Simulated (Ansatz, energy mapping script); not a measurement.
# NiO: J from the energies of magnetic orders, part 2 of 2

How strongly do the moments of NiO couple under PBE+U (6 eV)? The plan is to run several orders and fit a Heisenberg model.

PBE with U = 6 eV on Ni d, ortho-atomic projectors; plane waves, U on orthogonalised atomic orbitals unless named otherwise, collinear spin, no spin–orbit coupling.

So far. Step 4 (Parallel start in cell A (4 atoms)): The run ends ferromagnetic.

## Step 5: Compensated +− start in cell A (4 atoms)

This order reverses 8 of the 12 neighbours at 2.95 Å and 0 of the 6 neighbours at 4.17 Å, counted for an average magnetic atom.

input.yaml reads:

```yaml
crystal:
  lattice:
    - [0.0, -2.085901641, -2.085901641]
    - [0.0, 2.085901641, -2.085901641]
    - [4.171803282, 0.0, 0.0]
  atoms:
    - { symbol: Ni, position: [0.5, 0.5, 0.5], spin: 2.0 }
    - { symbol: Ni, position: [0.0, 0.0, 0.0], spin: -2.0 }
    - { symbol: O, position: [0.5, 0.5, 0.0] }
    - { symbol: O, position: [0.0, 0.0, 0.5] }
magnetization:
  spin_polarized: true
kpoints:
  mp_grid: { grid: [8, 8, 6] }
hamiltonian:
  xc: pbe
  hubbard:
    sites:
      - { species: Ni, l: d, u_eff: 6.0 }
      - { site: 0, l: d, u_eff: 6.0, starting_ns: [{ spin: up, occupation_matrix: ni1_major }, { spin: down, occupation_matrix: ni1_minor }] }
      - { site: 1, l: d, u_eff: 6.0, starting_ns: [{ spin: up, occupation_matrix: ni1_minor }, { spin: down, occupation_matrix: ni1_major }] }
    projectors: ortho-atomic
    occupation_matrices:
      ni1_major:
        matrix:
          - [0.998, 0.0, 0.0, 0.0, 0.0]
          - [0.0, 0.999, 0.0, 0.0, 0.0]
          - [0.0, 0.0, 0.999, 0.0, 0.0]
          - [0.0, 0.0, 0.0, 0.998, 0.0]
          - [0.0, 0.0, 0.0, 0.0, 0.999]
      ni1_minor:
        matrix:
          - [0.146, 0.0, 0.0, 0.0, 0.0]
          - [0.0, 0.997, 0.0, 0.0, 0.0]
          - [0.0, 0.0, 0.997, 0.0, 0.0]
          - [0.0, 0.0, 0.0, 0.146, 0.0]
          - [0.0, 0.0, 0.0, 0.0, 0.997]
scf:
  occupations: { method: fermi_dirac, width: 0.05 }
output:
  eigenvalues: true
  write_density: true
  write_potential: true
  elf: true
  volumetric_format: npy
```

On the command line:

```
> ansatz run input.yaml --threads 4 --pin off --max-ram 8192MiB --backend cpu --events-out ev --progress --plain --runs-dir out
```

Numbers of over 12 decimals in the logs are rounded to 6 here.

The log of the run:

```text
[...]
Crystal: 4 atoms, lattice volume = 36.303 Å³
Basis set: ecut = 420 eV, 681 PW (Γ)
Bands: 32, of which v1, the nominal top of the filled ones, is band 24 counted from 1 (23 counted from 0)
Symmetry: 16 space group operations
[...]
k-points: 60 of 384
[...]
Starting moments: Σ|m| = 4 μB on 2 of 4 sites
Starting magnetic order: antiferromagnet; a translation exchanges its spin sublattices: spin-degenerate at every k-point
[...]
SCF iter   1: F=—  HF=-12810.744391 eV  |F-HF|=—  |Δ(HF+E_count)|=         —  Δρ=1.74e-1 (↑1.74e-1 ↓1.74e-1)  dr2=2.41e1  dr2_m=2.35e0  M=0.000 μB ∫|m|=2.473 μB  β_m=0.30  ethr=3.10e-3  ⟨swp⟩=5.3  Hψ=6843  notcnv=0  defer=21
[...]
SCF iter  11: F=-12809.280583 eV  HF=-12809.280583 eV  |F-HF|=5.73e-10  |Δ(HF+E_count)|=   2.00e-7  Δρ=3.22e-6 (↑3.22e-6 ↓3.22e-6)  dr2=1.74e-9  dr2_m=2.98e-9  M=0.000 μB ∫|m|=3.805 μB  ethr=2.08e-10  ⟨swp⟩=8.2  Hψ=7777  notcnv=0
SCF 1 converged in 11 iterations: F = -12809.280583 eV  dr2 = 1.74e-9
[...]
SCF converged after 11 iterations
Magnetization: 0.0000 μB (24.0000 up, 24.0000 down)
Absolute magnetization: 3.8124 μB (∫|ρ↑−ρ↓|, with the PAW one-centre terms)
[...]
Per-site moments (μB) at R_I (Å): [(1.723416, 0.860434), (-1.723416, 0.860434), (-0.070901, 0.860434), (0.070901, 0.860434)]
Free energy (F): -12809.280583 eV
[...]
Internal energy: -12809.280583 eV  (E = F + TS)
E sigma→0 (E₀):  -12809.280583 eV
Fermi energy:    15.059034 eV
[...]
--- Specified on-site occupations, and those of the state reported ---
  electrons in the specified blocks: 16.5520 specified, 16.5388 found
[...]
--- Band table (eV; the first three rows and the last of 120) ---
  k-point 0 ↑: bands = [... 20 lower, 10.8108, 12.2332, 12.2427, 12.2427, 16.1190, 16.2919, 16.3525, 20.7419, ... 4 higher]
  k-point 1 ↑: bands = [... 20 lower, 11.1472, 11.7964, 12.2566, 12.2566, 16.1176, 16.4276, 17.1398, 20.9800, ... 4 higher]
  k-point 2 ↑: bands = [... 20 lower, 11.6648, 11.6648, 12.2329, 12.2329, 16.1147, 16.5561, 18.7982, 21.2337, ... 4 higher]
  k-point 59 ↓: bands = [... 20 lower, 10.5894, 10.9578, 10.9578, 11.8047, 16.6329, 17.1502, 22.9809, 23.5760, ... 4 higher]
Occupation matrices written to <dir>
```

Run time: 3.1 s. Hardware: 4 threads of Arm Neoverse N1, shared host; peak memory 0.41 GiB.

Spin moment in the sphere by atom:

| atom | spin moment in the sphere (μB) |
| --- | --- |
| Ni1 | 1.72 |
| Ni2 | -1.72 |
| O3 | -0.07 |
| O4 | 0.07 |

The run ends antiferromagnetic, 10.46 meV a magnetic atom above the parallel order of its cell.

Spin density in the ac plane of the conventional cell at fractional y = 0.000, with atoms of Ni and O within 0.2 Å of it.

Ten even steps from '0' (-5.8 e/Å³) to '9' (5.7 e/Å³), each cell a mean:
```
13445555555442
34455555555444
44555555555544
55555555555555
55555555555555
45555567555554
45555689755555
45555578655555
45555556555554
55555555555555
44555555555554
44555555555544
24445555555443
02445445455431
```
Columns run along a (4.2 Å), rows up along c (4.2 Å), edges of the conventional cell, whose origin can differ from the input's. Atoms in or near the plane, at fractional coordinates: Ni at (0.50, 0.50), Ni at (0.00, 0.00), O at (0.00, 0.50), O at (0.50, 0.00).

ELF in the ac plane of the conventional cell at fractional y = 0.000, with atoms of Ni and O within 0.2 Å of it. It is the smooth field of the valence electrons, not physical close to the nuclei.

Values, 14 rows by 14 columns, each cell a mean:
```
0.56 0.41 0.20 0.15 0.54 0.79 0.66 0.58 0.75 0.73 0.33 0.12 0.29 0.49
0.29 0.27 0.17 0.14 0.41 0.71 0.78 0.78 0.77 0.60 0.25 0.12 0.23 0.29
0.13 0.13 0.11 0.10 0.21 0.41 0.55 0.57 0.50 0.32 0.14 0.10 0.13 0.13
0.34 0.29 0.19 0.11 0.10 0.14 0.15 0.15 0.15 0.12 0.10 0.14 0.24 0.32
0.75 0.69 0.48 0.20 0.12 0.18 0.20 0.19 0.20 0.14 0.12 0.32 0.60 0.73
0.69 0.77 0.69 0.30 0.14 0.28 0.41 0.43 0.36 0.20 0.16 0.49 0.77 0.74
0.41 0.70 0.75 0.35 0.13 0.29 0.55 0.63 0.44 0.19 0.17 0.58 0.78 0.57
0.54 0.73 0.73 0.33 0.13 0.29 0.50 0.56 0.41 0.20 0.16 0.55 0.78 0.65
0.78 0.77 0.60 0.25 0.13 0.23 0.29 0.29 0.28 0.18 0.14 0.41 0.71 0.79
0.56 0.48 0.32 0.14 0.10 0.13 0.13 0.12 0.13 0.11 0.10 0.21 0.40 0.53
0.16 0.15 0.12 0.10 0.14 0.25 0.33 0.35 0.30 0.20 0.11 0.10 0.14 0.16
0.19 0.19 0.14 0.12 0.32 0.60 0.73 0.75 0.69 0.48 0.20 0.11 0.17 0.20
0.44 0.36 0.19 0.15 0.49 0.77 0.74 0.70 0.78 0.69 0.30 0.13 0.27 0.41
0.66 0.44 0.18 0.16 0.57 0.79 0.55 0.40 0.69 0.75 0.35 0.12 0.29 0.56
```
Columns run along a (4.2 Å), rows up along c (4.2 Å), edges of the conventional cell, whose origin can differ from the input's. Atoms in or near the plane, at fractional coordinates: Ni at (0.50, 0.50), Ni at (0.00, 0.00), O at (0.00, 0.50), O at (0.50, 0.00).

## Step 6: Order 3: parallel, cell B of 4 atoms

The parallel order again, as the reference for this cell.

This run holds the same structure in another cell (c 4.172 → 5.109 Å, α 90.0 → 73.2°, β 90.0 → 73.2°, γ 90.0 → 60.0°).

input.yaml reads:

```yaml
crystal:
  lattice:
    - [0.0, -2.085901641, -2.085901641]
    - [-2.085901641, 0.0, -2.085901641]
    - [2.085901641, 2.085901641, -4.171803282]
  atoms:
    - { symbol: Ni, position: [0.5, 0.5, 0.5], spin: 2.0 }
    - { symbol: Ni, position: [0.0, 0.0, 0.0], spin: 2.0 }
    - { symbol: O, position: [0.75, 0.75, 0.75] }
    - { symbol: O, position: [0.25, 0.25, 0.25] }
magnetization:
  spin_polarized: true
kpoints:
  mp_grid: { grid: [9, 9, 9] }
hamiltonian:
  xc: pbe
  hubbard:
    sites:
      - { species: Ni, l: d, u_eff: 6.0 }
      - { site: 0, l: d, u_eff: 6.0, starting_ns: [{ spin: up, occupation_matrix: ni1_major }, { spin: down, occupation_matrix: ni1_minor }] }
      - { site: 1, l: d, u_eff: 6.0, starting_ns: [{ spin: up, occupation_matrix: ni1_major }, { spin: down, occupation_matrix: ni1_minor }] }
    projectors: ortho-atomic
    occupation_matrices:
      ni1_major:
        matrix:
          - [0.998, 0.0, 0.0, 0.0, 0.0]
          - [0.0, 0.999, 0.0, 0.0, 0.0]
          - [0.0, 0.0, 0.999, 0.0, 0.0]
          - [0.0, 0.0, 0.0, 0.998, 0.0]
          - [0.0, 0.0, 0.0, 0.0, 0.999]
      ni1_minor:
        matrix:
          - [0.146, 0.0, 0.0, 0.0, 0.0]
          - [0.0, 0.997, 0.0, 0.0, 0.0]
          - [0.0, 0.0, 0.997, 0.0, 0.0]
          - [0.0, 0.0, 0.0, 0.146, 0.0]
          - [0.0, 0.0, 0.0, 0.0, 0.997]
scf:
  occupations: { method: fermi_dirac, width: 0.05 }
output:
  eigenvalues: true
```

The log of the run:

```text
[...]
Crystal: 4 atoms, lattice volume = 36.303 Å³
Basis set: ecut = 420 eV, 683 PW (Γ)
Bands: 32, of which v1, the nominal top of the filled ones, is band 24 counted from 1 (23 counted from 0)
Symmetry: 24 space group operations
[...]
k-points: 85 of 729
[...]
Starting moments: Σ|m| = 4 μB on 2 of 4 sites
[...]
k-point 1 ↑: bands = [... 20 lower, 10.4843, 11.8252, 12.1037, 12.1037, 13.8448, 13.8448, 16.3740, 20.0902, ... 4 higher]
  k-point 2 ↑: bands = [... 20 lower, 10.4397, 11.3597, 12.2986, 12.2986, 13.7037, 13.7037, 17.0054, 20.0058, ... 4 higher]
  k-point 84 ↓: bands = [... 20 lower, 11.3548, 11.4253, 16.7935, 16.8490, 17.5208, 17.6225, 23.6521, 23.7948, ... 4 higher]
Occupation matrices written to <dir>
[key lines of the parts left out:]
SCF converged after 11 iterations
Magnetization: 4.0000 μB (26.0000 up, 22.0000 down)
Free energy (F): -12809.301187 eV
Fermi energy:    14.926692 eV
```

Run time: 7.1 s. Hardware: 4 threads; peak memory 0.43 GiB.

The run ends ferromagnetic. For each magnetic atom its energy differs from the parallel run of the first cell by 0.15 meV, an error that one common reference would have brought in.

## Step 7: Run 4 (compensated +−; cell B, 4 atoms)

This order reverses 6 of the 12 neighbours at 2.95 Å and 6 of the 6 neighbours at 4.17 Å, counted for an average magnetic atom.

Changes to input.yaml since step 6:

```diff
@@ -7,3 +7,3 @@
     - { symbol: Ni, position: [0.5, 0.5, 0.5], spin: 2.0 }
-    - { symbol: Ni, position: [0.0, 0.0, 0.0], spin: 2.0 }
+    - { symbol: Ni, position: [0.0, 0.0, 0.0], spin: -2.0 }
     - { symbol: O, position: [0.75, 0.75, 0.75] }
@@ -20,3 +20,3 @@
       - { site: 0, l: d, u_eff: 6.0, starting_ns: [{ spin: up, occupation_matrix: ni1_major }, { spin: down, occupation_matrix: ni1_minor }] }
-      - { site: 1, l: d, u_eff: 6.0, starting_ns: [{ spin: up, occupation_matrix: ni1_major }, { spin: down, occupation_matrix: ni1_minor }] }
+      - { site: 1, l: d, u_eff: 6.0, starting_ns: [{ spin: up, occupation_matrix: ni1_minor }, { spin: down, occupation_matrix: ni1_major }] }
     projectors: ortho-atomic
```

The log of the run:

```text
[...]
Crystal: 4 atoms, lattice volume = 36.303 Å³
Basis set: ecut = 420 eV, 683 PW (Γ)
Bands: 32, of which v1, the nominal top of the filled ones, is band 24 counted from 1 (23 counted from 0)
Symmetry: 12 space group operations
[...]
k-points: 85 of 729
[...]
Starting moments: Σ|m| = 4 μB on 2 of 4 sites
[...]
k-point 1 ↑: bands = [... 20 lower, 11.9377, 11.9377, 12.5194, 12.5194, 16.5284, 17.2270, 17.2270, 20.1867, ... 4 higher]
  k-point 2 ↑: bands = [... 20 lower, 11.7391, 11.7391, 12.7899, 12.7899, 17.1548, 17.1630, 17.1630, 20.1165, ... 4 higher]
  k-point 84 ↓: bands = [... 20 lower, 10.9745, 11.2044, 11.9291, 12.2334, 17.0521, 17.2112, 23.3609, 23.6061, ... 4 higher]
Occupation matrices written to <dir>
[key lines of the parts left out:]
SCF converged after 13 iterations
Magnetization: 0.0000 μB (24.0000 up, 24.0000 down)
Free energy (F): -12809.516504 eV
Fermi energy:    14.753210 eV
```

Elapsed: 4.4 s, on 4 threads; peak memory 0.43 GiB; 16 s of CPU time.

The run ends antiferromagnetic, 107.66 meV a magnetic atom below the parallel order of its cell.

## Step 8: Mapping onto a Heisenberg model

Each energy difference is a sum of couplings weighted by the pairs that the order reverses. A few near shells are fitted to the differences by least squares. Energies are those extrapolated to zero occupation width, not the free energies F.

The orders that converged (zero: parallel moments in the same cell):

| order | atoms | energy (meV a magnetic atom) | moments (μB) | moments kept as typed | opposed neighbours at 2.95, 4.17 Å |
| --- | --- | --- | --- | --- | --- |
| parallel in cell A | 4 | 0.00 | 1.72 | yes | 0, 0 |
| compensated +− in cell A | 4 | 10.46 | 1.72 | yes | 8, 0 |
| parallel in cell B | 4 | 0.00 | 1.72 | yes | 0, 0 |
| compensated +− in cell B | 4 | -107.66 | 1.66 | yes | 6, 6 |

Fitted to E = −Σ J e·e over ordered pairs of unit vectors (J > 0 favours parallel moments):

| pair | distance (Å) | neighbours | J (meV) |
| --- | --- | --- | --- |
| Ni–Ni | 2.95 | 12 | 0.653 |
| Ni–Ni | 4.17 | 6 | -9.63 |

These orders cannot tell some unfitted shells from fitted ones: the value at 2.95 Å holds J(2.95) + 2 J(5.11) + 2 J(6.60); other unfitted shells add to the values wholly or in part. No temperature is drawn.

## Step 9: What came out

```yaml
lowest_order_tried: compensated +− in cell B
largest_fitted_value_a_combination_of_shells_ni_ni_at_4p17_a: -9.63 meV
```

Of the orders tried, NiO prefers the order “compensated +− in cell B” under PBE+U (6 eV), with 6 of 12 neighbours at 2.95 Å and 6 of 6 neighbours at 4.17 Å opposed. Orders that were not tried, spirals among them, may lie lower. The largest fitted coupling is the Ni–Ni pair at 4.17 Å, antiferromagnetic at -9.6 meV, across a ligand at about 180°. The straight metal–ligand–metal path outweighs the right-angled one, the pattern expected of superexchange through one ligand p orbital, which these runs do not test. The orders also reverse pairs at 5.11 Å, which are not fitted, so the fitted values hold their part too. No fitted order reverses the pairs at 5.90 Å, so their coupling is unknown and is set to zero in the model. 2 energy differences fix 2 couplings with none to spare, so the fit tests nothing. In the fitted orders moments change by up to 3.4 % against the parallel run of the same cell, so their size stays put. With a near shell that the orders cannot separate, no temperature is given.

[Logs and program files are shortened in this print: banners, set-up blocks, solver, clock and traceback lines can be left out without a mark of their own.]

[Logs are printed without paths, hosts, clocks, repeated set-up lines and the standing remarks that a program may print on its own settings, such as how far it seeks lower states.]

[Hosts, paths, dates, database ids (printed as entryN), source tags and the programs' standing remarks are cut or masked in the printed files.]

[Where a cell is said to come from a database of computed structures, the database is the Materials Project.]
